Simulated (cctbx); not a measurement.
# Lattice, Laue class and space group of a new crystal

Cell: a = 6.9220 Å, b = 4.4620 Å, c = 7.8140 Å, α = 90.00°, β = 90.00°, γ = 90.00°. Expected content of the cell: Bi4 Pd4 Al4.

Simulated single-crystal data (cctbx): Mo Kα, λ = 0.71073 Å, to d = 0.77 Å, 50 % of the full sphere, strongest reflection 20000 counts, noise from counting, a 6 % proportional error and a noise floor of 4 counts (s.d.); no absorption, some extinction.

A first pass over the reflections prints:

```text
1090 reflections to d = 0.770 A
centring   violations  <I/sigma> of those
    A        448 of   556     10.7
    B        480 of   553     11.6
    C        454 of   545     11.1
    I        455 of   540     11.2
    R        634 of   742     11.3
    F        691 of   827     11.1
Laue class    unique    Rint  (classes that these axes allow; Friedel mates merged)
P -1              811   0.038
P 1 2/m 1         557   0.039
P 1 1 2/m         526   0.040
P 2/m 1 1         530   0.041
P m m m           341   0.044
space group    extra absences  I>4sigma  <I/sigma>
P 2 2 2                 0          0         -  acentric
P 2 2 21                4          0      -0.6  acentric
P 21 2 2                4          0       0.0  acentric
P 2 21 2                3          0      -0.6  acentric
P 21 21 2               7          0      -0.2  acentric
P 2 21 21               7          0      -0.6  acentric
P 21 2 21               8          0      -0.3  acentric
P 21 21 21             11          0      -0.4  acentric
P m m 2                 0          0         -  acentric
P 2 m m                 0          0         -  acentric
P m 2 m                 0          0         -  acentric
P 21 m a               34          0       0.1  acentric
P m 2 a                34          0       0.1  acentric
P n m 21               42          0      -0.4  acentric
P n 21 m               42          0      -0.4  acentric
P n 21 a               76          0      -0.2  acentric
P m m m                 0          0         -  centric
P m m a                34          0       0.1  centric
P n m m :1             42          0      -0.4  centric
P n m m :2             42          0      -0.4  centric
P n m a                76          0      -0.2  centric
Wilson B = 0.83 A^2   <|E^2-1|> = 0.827 (0.968 centric, 0.736 acentric)   E^2>4: 1.3 %
shell (A)         n   <I/sigma>
 7.81 - 1.54     54     16.5
 1.54 - 1.22     49     19.0
 1.22 - 1.07     40     17.6
 1.07 - 0.97     41     17.8
 0.97 - 0.90     38     18.4
 0.90 - 0.85     44     17.3
 0.85 - 0.81     38     17.1
 0.81 - 0.77     37     17.0
```

**Question.** What are the lattice type, the Laue class and the likely space group?

Every centring test has many violations, so the lattice is primitive.

Rint stays low (0.038 to 0.044) up to P m m m, the highest class in these axes.

21 settings pass the absence test. The most absences obeyed, 76, belong to P n 21 a and P n m a, which absences can't tell apart.

⟨|E²−1|⟩ = 0.827 lies between the two ideal values. The Wilson B of 0.83 Å² means U ≈ 0.0105 Å².

The true group is Pnma (no. 62), Laue class mmm, centrosymmetric. The tables only narrow the choice to the tied entries; cell content, site symmetry and trial solutions must settle it.

This is a model crystal, built by substitution and not relaxed, with assumed displacement parameters.

[Logs are printed without paths, hosts, clocks, repeated set-up lines and the standing remarks that a program may print on its own settings, such as how far it seeks lower states.]
